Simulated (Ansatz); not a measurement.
# A thicker film of CdF2 (110) from two thinner ones

In a field along its normal an insulating film takes a dipole p. Written as a length, p/(ε₀AE), it should grow by 1 − 1/ε for each ångström added.

**Method.** Ansatz 0.2.0, plane waves with PAW datasets (its set soft_2), LDA; fluorite films relaxed at a bulk in-plane lattice constant near the measured one, then held in weak fields of both signs with a dipole correction (A is the cell's area, E the outer field).

```
    run  distance between the outer atoms (Å)  p/(ε₀AE) (Å)
4 units                                 5.561         5.054
6 units                                 9.218         7.488
9 units                                14.718             ?
```

**Question.** What value belongs in the row marked “?”, and how far can the other rows tell?

Two rows fix a line: slope = (7.488 − 5.054) / (9.218 − 5.561) = 0.6656, intercept 1.3525. That slope means ε = 1/(1 − 0.6656) = 2.99. At 14.718 it gives 0.6656 × 14.718 + 1.3525 = 11.149 Å, beyond the rows fitted. Rounding of the rows alone allows about ±0.003 Å there; two rows can't show whether the line holds.

The run itself gives 11.120 Å: a miss of −0.029 Å, or 0.3 % of the value. The length is met to within 1 %, though ε is more sensitive than the length: the two thickest films give ε = 2.94.

**Limits.** This is the electronic response alone. A unit is one step of the cut along the normal (a plane, a pair of planes or a cell), and the layers relax along it, away from their bulk spacing where the functional's lattice constant differs from the one held.

[Logs are printed without paths, hosts, clocks, repeated set-up lines and the standing remarks that a program may print on its own settings, such as how far it seeks lower states.]
